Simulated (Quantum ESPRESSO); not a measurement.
# LaCo2P2: energy against a fixed spin moment

Aim: the energy of LaCo2P2 as a function of the total spin moment of its primitive cell.

Calculated with Quantum ESPRESSO 7.5; PBEsol; plane waves with GBRV 1.5 PBEsol potentials, no spin-orbit coupling.

**1. The structure**

The structure is tetragonal, space group I4/mmm (No. 139). The conventional cell has a = 3.800 Å, b = 3.800 Å, c = 11.014 Å, α = 90.00°, β = 90.00°, γ = 90.00°. Nearest to La lie 8 P at 3.15 Å and 8 Co at 3.35 Å. Nearest to Co lie 4 P at 2.20 Å and 4 Co at 2.69 Å and 4 La at 3.35 Å. P has 4 Co at 2.20 Å and 4 La at 3.15 Å nearest. Farther neighbours are not listed.

The cell comes from Materials Project 2023-11-01, a database of computed structures, and need not be the stable phase.

**2. The free run**

pw.in

```
&CONTROL
  calculation = 'scf'
  prefix = 'pwscf'
  outdir = './tmp'
  pseudo_dir = './pseudo'
  disk_io = 'nowf'
/
&SYSTEM
  ibrav = 0
  celldm(1) = 8
  nat = 5
  ntyp = 3
  ecutwfc = 40
  ecutrho = 280
  nbnd = 39
  occupations = 'smearing'
  smearing = 'fd'
  degauss = 0.00734986
  nspin = 2
  starting_magnetization(1) = 0
  starting_magnetization(2) = 0.1176
  starting_magnetization(3) = 0
/
&ELECTRONS
  conv_thr = 1d-08
  electron_maxstep = 150
  mixing_beta = 0.3
/
ATOMIC_SPECIES
La    138.9055 la_pbesol_v1.uspp.F.UPF
Co     58.9332 co_pbesol_v1.2.uspp.F.UPF
P      30.9738 p_pbesol_v1.5.uspp.F.UPF
CELL_PARAMETERS alat
  -0.4488546757941    0.4488546757941    1.3008520395518
   0.4488546757941   -0.4488546757941    1.3008520395518
   0.4488546757941    0.4488546757941   -1.3008520395518
ATOMIC_POSITIONS crystal
La      0.0000000000    0.0000000000    0.0000000000
Co      0.7500000000    0.2500000000    0.5000000000
Co      0.2500000000    0.7500000000    0.5000000000
P       0.3503490900    0.3503490900    0.0000000000
P       0.6496509100    0.6496509100    0.0000000000
K_POINTS automatic
10 10 10 0 0 0
```

Started as:

```console
OMP_NUM_THREADS=1 mpirun -n 4 pw.x -nk 4 -in pw.in > pw.out
```

The log of the run:

```text
Program PWSCF v.7.5 starts

     Message from routine setup:
     using ibrav=0 with symmetry is DISCOURAGED, use correct ibrav instead

     K-points division:     npool     =       4
     Subspace diagonalization in iterative solution of the eigenvalue problem:

     G-vector sticks info
     --------------------
     sticks:   dense  smooth     PW     G-vecs:    dense   smooth      PW
     Sum        2353    1353    485                42319    18365    4009

     Using Slab Decomposition

     bravais-lattice index     =            0
     lattice parameter (alat)  =       8.0000  a.u.
     unit-cell volume          =     536.7467 (a.u.)^3
     number of atoms/cell      =            5
     number of atomic types    =            3
     number of electrons       =        55.00
     number of Kohn-Sham states=           39
     kinetic-energy cutoff     =      40.0000  Ry
     charge density cutoff     =     280.0000  Ry
     scf convergence threshold =      1.0E-08
     mixing beta               =       0.3000
     number of iterations used =            8  plain     mixing
     Exchange-correlation= SLA  PW   PSX  PSC
                           (   1   4  10   8   0   0   0)

     celldm(1)=   8.000000  celldm(2)=   0.000000  celldm(3)=   0.000000
     celldm(4)=   0.000000  celldm(5)=   0.000000  celldm(6)=   0.000000

     crystal axes: (cart. coord. in units of alat)
               a(1) = (  -0.448855   0.448855   1.300852 )
               a(2) = (   0.448855  -0.448855   1.300852 )
               a(3) = (   0.448855   0.448855  -1.300852 )

     reciprocal axes: (cart. coord. in units 2 pi/alat)
               b(1) = ( -0.000000  1.113946  0.384363 )
               b(2) = (  1.113946 -0.000000  0.384363 )
               b(3) = (  1.113946  1.113946  0.000000 )

     PseudoPot. # 1 for La read from file:
     la_pbesol_v1.uspp.F.UPF
     Pseudo is Ultrasoft + core correction, Zval = 11.0
     Generated by new atomic code, or converted to UPF format
     Using radial grid of  995 points,  8 beta functions with:
                l(1) =   0
                l(2) =   0
                l(3) =   1
                l(4) =   1
                l(5) =   2
                l(6) =   2
                l(7) =   3
                l(8) =   3
     Q(r) pseudized with  8 coefficients,  rinner =    1.700   1.700   1.700
                                                       1.700   1.700   1.700
                                                       1.700

     PseudoPot. # 2 for Co read from file:
     co_pbesol_v1.2.uspp.F.UPF
     Pseudo is Ultrasoft + core correction, Zval = 17.0
     Generated by new atomic code, or converted to UPF format
     Using radial grid of  863 points,  6 beta functions with:
                l(1) =   0
                l(2) =   0
                l(3) =   1
                l(4) =   1
                l(5) =   2
                l(6) =   2
     Q(r) pseudized with  8 coefficients,  rinner =    1.200   1.200   1.200
                                                       1.200   1.200

     PseudoPot. # 3 for P  read from file:
     p_pbesol_v1.5.uspp.F.UPF
     Pseudo is Ultrasoft + core correction, Zval =  5.0
     Generated by new atomic code, or converted to UPF format
     Using radial grid of  903 points,  6 beta functions with:
                l(1) =   0
                l(2) =   0
                l(3) =   1
                l(4) =   1
                l(5) =   2
                l(6) =   2
     Q(r) pseudized with  8 coefficients,  rinner =    1.300   1.300   1.300
                                                       1.300   1.300

     atomic species   valence    mass     pseudopotential
     La               11.00   138.90550     La( 1.00)
     Co               17.00    58.93320     Co( 1.00)
     P                 5.00    30.97380     P ( 1.00)

     Starting magnetic structure
     atomic species   magnetization
     La              0.000
     Co              0.118
     P               0.000

     16 Sym. Ops., with inversion, found

   Cartesian axes

     site n.     atom                  positions (alat units)
         1        La     tau(   1) = (   0.0000000   0.0000000   0.0000000  )
         2        Co     tau(   2) = (   0.0000000   0.4488547   0.6504260  )
         3        Co     tau(   3) = (   0.4488547   0.0000000   0.6504260  )
         4        P      tau(   4) = (  -0.0000000   0.0000000   0.9115047  )
         5        P      tau(   5) = (  -0.0000000  -0.0000000   1.6901994  )

     number of k points=   102  Fermi-Dirac smearing, width (Ry)=  0.0073

     Number of k-points >= 100: set verbosity='high' to print them.

     Dense  grid:    42319 G-vectors     FFT dimensions: (  64,  64,  64)

     Smooth grid:    18365 G-vectors     FFT dimensions: (  48,  48,  48)

     Check: negative core charge=   -0.000019
     Generating pointlists ...
     new r_m :   0.3072 (alat units)  2.4574 (a.u.) for type    1
     new r_m :   0.2142 (alat units)  1.7136 (a.u.) for type    2
     new r_m :   0.2142 (alat units)  1.7136 (a.u.) for type    3

     Initial potential from superposition of free atoms

     starting charge      52.9703, renormalised to      55.0000

     negative rho (up, down):  3.958E-02 3.959E-02
     Starting wfcs are   54 randomized atomic wfcs

     Self-consistent Calculation

     iteration #  1     ecut=    40.00 Ry     beta= 0.30
     Davidson diagonalization with overlap
     ethr =  1.00E-02,  avg # of iterations =  3.2

     negative rho (up, down):  1.535E-02 1.302E-02

     total energy              =    -717.73254827 Ry
     estimated scf accuracy    <      30.96175768 Ry

     total magnetization       =     1.92 Bohr mag/cell
     absolute magnetization    =     2.51 Bohr mag/cell

     iteration #  2     ecut=    40.00 Ry     beta= 0.30
     Davidson diagonalization with overlap
     ethr =  1.00E-02,  avg # of iterations =  4.5

     negative rho (up, down):  1.738E-02 1.517E-02

     total energy              =    -729.27786797 Ry
     estimated scf accuracy    <      41.42826492 Ry

     total magnetization       =     0.11 Bohr mag/cell
     absolute magnetization    =     0.20 Bohr mag/cell

     iteration #  3     ecut=    40.00 Ry     beta= 0.30
     Davidson diagonalization with overlap
     ethr =  1.00E-02,  avg # of iterations =  2.0

     negative rho (up, down):  2.040E-02 1.847E-02

     total energy              =    -729.20665961 Ry
     estimated scf accuracy    <       8.83078268 Ry

     total magnetization       =     0.45 Bohr mag/cell
     absolute magnetization    =     0.55 Bohr mag/cell

     [... further iterations left out ...]

     iteration # 17     ecut=    40.00 Ry     beta= 0.30
     Davidson diagonalization with overlap
     ethr =  7.62E-09,  avg # of iterations =  2.7

     negative rho (up, down):  2.588E-02 2.621E-02

     total energy              =    -730.08245412 Ry
     estimated scf accuracy    <       0.00000290 Ry

     total magnetization       =     0.98 Bohr mag/cell
     absolute magnetization    =     1.08 Bohr mag/cell

     iteration # 18     ecut=    40.00 Ry     beta= 0.30
     Davidson diagonalization with overlap
     ethr =  5.28E-09,  avg # of iterations =  1.9

     negative rho (up, down):  2.587E-02 2.620E-02

     total energy              =    -730.08245468 Ry
     estimated scf accuracy    <       0.00000046 Ry

     total magnetization       =     0.98 Bohr mag/cell
     absolute magnetization    =     1.07 Bohr mag/cell

     iteration # 19     ecut=    40.00 Ry     beta= 0.30
     Davidson diagonalization with overlap
     ethr =  8.40E-10,  avg # of iterations =  3.1

     negative rho (up, down):  2.587E-02 2.621E-02

     total energy              =    -730.08245476 Ry
     estimated scf accuracy    <       0.00000004 Ry

     total magnetization       =     0.98 Bohr mag/cell
     absolute magnetization    =     1.07 Bohr mag/cell

     iteration # 20     ecut=    40.00 Ry     beta= 0.30
     Davidson diagonalization with overlap
     ethr =  7.05E-11,  avg # of iterations =  4.2

     negative rho (up, down):  2.587E-02 2.621E-02

     Magnetic moment per site  (integrated on atomic sphere of radius R)
     atom   1 (R=0.307)  charge=  8.3854  magn=  0.0124
     atom   2 (R=0.214)  charge= 15.0448  magn=  0.4677
     atom   3 (R=0.214)  charge= 15.0448  magn=  0.4677
     atom   4 (R=0.214)  charge=  2.4758  magn=  0.0046
     atom   5 (R=0.214)  charge=  2.4758  magn=  0.0046

     End of self-consistent calculation

     Number of k-points >= 100: set verbosity='high' to print the bands.

     the Fermi energy is    14.2856 ev

!    total energy              =    -730.08245478 Ry
     estimated scf accuracy    <          3.1E-09 Ry
     smearing contrib. (-TS)   =      -0.00926606 Ry
     internal energy E=F+TS    =    -730.07318872 Ry

     The total energy is F=E-TS. E is the sum of the following terms:
     one-electron contribution =    -530.05105529 Ry
     hartree contribution      =     295.02623985 Ry
     xc contribution           =    -125.76627372 Ry
     ewald contribution        =    -369.28209956 Ry

     total magnetization       =     0.97 Bohr mag/cell
     absolute magnetization    =     1.07 Bohr mag/cell

     convergence has been achieved in  20 iterations

=------------------------------------------------------------------------------=
   JOB DONE.
=------------------------------------------------------------------------------=
```

The job ended after 6 min (4 MPI ranks of Arm Neoverse V1, shared host; peak memory 1.1 GiB; 24 min of CPU time).

Spin moment in the atom's sphere by atom:

```csv
atom,spin moment in the atom's sphere (μB)
La1,0.012
Co2,0.468
Co3,0.468
P4,0.005
P5,0.005
```

Read from the output:

- smearing term TS: 0.1261 eV
- magnetization: 0.975 μB
- absolute magnetization: 1.073 μB
- final state: ferromagnetic

**3. Moment fixed at 0 μB**

The two spin channels are filled to separate Fermi energies, so that the total moment meets the target. Half of the up one less the down one is the slope dE/dM.

pw.in: that of step 2 with these lines changed.

```diff
@@ -14,3 +14,3 @@
   ecutrho = 280
-  nbnd = 39
+  nbnd = 38
   occupations = 'smearing'
@@ -20,4 +20,5 @@
   starting_magnetization(1) = 0
-  starting_magnetization(2) = 0.1176
+  starting_magnetization(2) = 0.0059
   starting_magnetization(3) = 0
+  tot_magnetization = 0
 /
```

The log of the run:

```text
     [... lines left out ...]
Program PWSCF v.7.5 starts
     [... lines left out ...]
     number of atoms/cell      =            5
     [... lines left out ...]
     number of electrons       =        55.00 (up:  27.50, down:  27.50)
     number of Kohn-Sham states=           38
     kinetic-energy cutoff     =      40.0000  Ry
     charge density cutoff     =     280.0000  Ry
     scf convergence threshold =      1.0E-08
     [... lines left out ...]
     16 Sym. Ops., with inversion, found
     [... lines left out ...]
     number of k points=   102  Fermi-Dirac smearing, width (Ry)=  0.0073
     [... lines left out ...]
     iteration # 21     ecut=    40.00 Ry     beta= 0.30
     [... lines left out ...]
     Magnetic moment per site  (integrated on atomic sphere of radius R)
     atom   1 (R=0.307)  charge=  8.3858  magn= -0.0000
     atom   2 (R=0.214)  charge= 15.0469  magn=  0.0001
     atom   3 (R=0.214)  charge= 15.0469  magn=  0.0001
     atom   4 (R=0.214)  charge=  2.4746  magn= -0.0000
     atom   5 (R=0.214)  charge=  2.4746  magn= -0.0000
     [... lines left out ...]
     the spin up/dw Fermi energies are    14.3105   14.3105 ev
!    total energy              =    -730.08114577 Ry
     estimated scf accuracy    <          2.2E-09 Ry
     smearing contrib. (-TS)   =      -0.01261927 Ry
     [... lines left out ...]
     total magnetization       =    -0.00 Bohr mag/cell
     absolute magnetization    =     0.00 Bohr mag/cell
     convergence has been achieved in  21 iterations
```

Run time: 6.2 min. Hardware: 4 MPI ranks; peak memory 1 GiB; 25 min of CPU time.

This step gave:

| Item | Value |
| --- | --- |
| magnetization | 0 μB |
| absolute magnetization | 0 μB |
| half the difference of the two Fermi energies | 0 meV |
| largest moment | 0 μB |

**4. Moment fixed at 0.362 μB**

pw.in: that of step 3 with these lines changed.

```diff
@@ -14,3 +14,3 @@
   ecutrho = 280
-  nbnd = 38
+  nbnd = 39
   occupations = 'smearing'
@@ -20,5 +20,5 @@
   starting_magnetization(1) = 0
-  starting_magnetization(2) = 0.0059
+  starting_magnetization(2) = 0.0106
   starting_magnetization(3) = 0
-  tot_magnetization = 0
+  tot_magnetization = 0.362
 /
```

The log of the run:

```text
     [... lines left out ...]
Program PWSCF v.7.5 starts
     [... lines left out ...]
     number of atoms/cell      =            5
     [... lines left out ...]
     number of electrons       =        55.00 (up:  27.68, down:  27.32)
     number of Kohn-Sham states=           39
     kinetic-energy cutoff     =      40.0000  Ry
     charge density cutoff     =     280.0000  Ry
     scf convergence threshold =      1.0E-08
     [... lines left out ...]
     16 Sym. Ops., with inversion, found
     [... lines left out ...]
     number of k points=   102  Fermi-Dirac smearing, width (Ry)=  0.0073
     [... lines left out ...]
     iteration # 19     ecut=    40.00 Ry     beta= 0.30
     [... lines left out ...]
     Magnetic moment per site  (integrated on atomic sphere of radius R)
     atom   1 (R=0.307)  charge=  8.3857  magn= -0.0048
     atom   2 (R=0.214)  charge= 15.0465  magn=  0.1927
     atom   3 (R=0.214)  charge= 15.0465  magn=  0.1927
     atom   4 (R=0.214)  charge=  2.4748  magn= -0.0010
     atom   5 (R=0.214)  charge=  2.4748  magn= -0.0010
     [... lines left out ...]
     the spin up/dw Fermi energies are    14.2840   14.3322 ev
!    total energy              =    -730.08149548 Ry
     estimated scf accuracy    <          2.0E-09 Ry
     smearing contrib. (-TS)   =      -0.01195222 Ry
     [... lines left out ...]
     total magnetization       =     0.36 Bohr mag/cell
     absolute magnetization    =     0.44 Bohr mag/cell
     convergence has been achieved in  19 iterations
```

The job ended after 6.2 min (4 MPI ranks; peak memory 1.2 GiB; 25 min of CPU time).

Spin moment in the atom's sphere by atom:

```csv
atom,spin moment in the atom's sphere (μB)
La1,-0.005
Co2,0.193
Co3,0.193
P4,-0.001
P5,-0.001
```

Numbers from this step:

```
magnetization                                 : 0.362 μB
absolute magnetization                        : 0.438 μB
half the difference of the two Fermi energies : -24.1 meV
```

**5. Moment fixed at 0.725 μB**

pw.in: that of step 4 with these lines changed.

```diff
@@ -20,5 +20,5 @@
   starting_magnetization(1) = 0
-  starting_magnetization(2) = 0.0106
+  starting_magnetization(2) = 0.0213
   starting_magnetization(3) = 0
-  tot_magnetization = 0.362
+  tot_magnetization = 0.725
 /
```

The log of the run:

```text
     [... lines left out ...]
Program PWSCF v.7.5 starts
     [... lines left out ...]
     number of atoms/cell      =            5
     [... lines left out ...]
     number of electrons       =        55.00 (up:  27.86, down:  27.14)
     number of Kohn-Sham states=           39
     kinetic-energy cutoff     =      40.0000  Ry
     charge density cutoff     =     280.0000  Ry
     scf convergence threshold =      1.0E-08
     [... lines left out ...]
     16 Sym. Ops., with inversion, found
     [... lines left out ...]
     number of k points=   102  Fermi-Dirac smearing, width (Ry)=  0.0073
     [... lines left out ...]
     iteration # 20     ecut=    40.00 Ry     beta= 0.30
     [... lines left out ...]
     Magnetic moment per site  (integrated on atomic sphere of radius R)
     atom   1 (R=0.307)  charge=  8.3855  magn= -0.0000
     atom   2 (R=0.214)  charge= 15.0455  magn=  0.3664
     atom   3 (R=0.214)  charge= 15.0455  magn=  0.3664
     atom   4 (R=0.214)  charge=  2.4753  magn=  0.0009
     atom   5 (R=0.214)  charge=  2.4753  magn=  0.0009
     [... lines left out ...]
     the spin up/dw Fermi energies are    14.2751   14.3221 ev
!    total energy              =    -730.08220886 Ry
     estimated scf accuracy    <          9.7E-10 Ry
     smearing contrib. (-TS)   =      -0.01035430 Ry
     [... lines left out ...]
     total magnetization       =     0.72 Bohr mag/cell
     absolute magnetization    =     0.83 Bohr mag/cell
     convergence has been achieved in  20 iterations
```

Run time: 6.7 min. Hardware: 4 MPI ranks; peak memory 1.1 GiB; 27 min of CPU time.

Read from the output:

| Item | Value |
| --- | --- |
| magnetization | 0.725 μB |
| absolute magnetization | 0.829 μB |
| half the difference of the two Fermi energies | -23.5 meV |
| largest moment | 0.3664 μB |

**6. E(M)**

The runs not shown differ in the target, the start and the number of states alone. The point at 0.97 μB is the free run, entered with slope zero.

Energy over the lowest against total spin moment:

| total spin moment (μB a cell) | energy over the lowest (meV a cell) |
| --- | --- |
| 0.000 | 17.8 |
| 0.362 | 13.1 |
| 0.725 | 3.35 |
| 0.975 | 0 |
| 1.087 | 0.899 |
| 1.450 | 18.1 |
| 1.812 | 57.8 |
| 2.175 | 119 |

Table of dE/dM by total spin moment:

| total spin moment (μB a cell) | dE/dM (meV/μB) |
| --- | --- |
| 0.000 | -0.0401 |
| 0.362 | -24.1 |
| 0.725 | -23.5 |
| 0.975 | 0 |
| 1.087 | 16.5 |
| 1.450 | 79.2 |
| 1.812 | 139 |
| 2.175 | 200 |

Table of largest site moment by total spin moment:

```
total spin moment (μB a cell)  largest site moment (μB)
                        0.000                    5.6e-5
                        0.362                     0.193
                        0.725                     0.366
                        0.975                     0.468
                        1.087                     0.508
                        1.450                     0.626
                        1.812                     0.735
                        2.175                     0.842
```

**7. Summary of results**

```yaml
moment_of_the_free_run: 0.97 μB a cell
energy_at_zero_total_moment: 17.8 meV a cell over the lowest
```

At zero total moment the site moments vanish, so the 18 meV a cell is the energy of forming them. The points show one minimum alone. All runs start parallel; opposed orders may lie lower. Energies are free energies at an electronic temperature of 1160 K, which lowers moments and differences where the moments are itinerant.

[Logs and program files are shortened in this print: banners, set-up blocks, solver, clock and traceback lines can be left out without a mark of their own.]

[Logs are printed without paths, hosts, clocks, repeated set-up lines and the standing remarks that a program may print on its own settings, such as how far it seeks lower states.]

[Hosts, paths, dates, database ids (printed as entryN), source tags and the programs' standing remarks are cut or masked in the printed files.]

[Where a cell is said to come from a database of computed structures, the database is the Materials Project.]
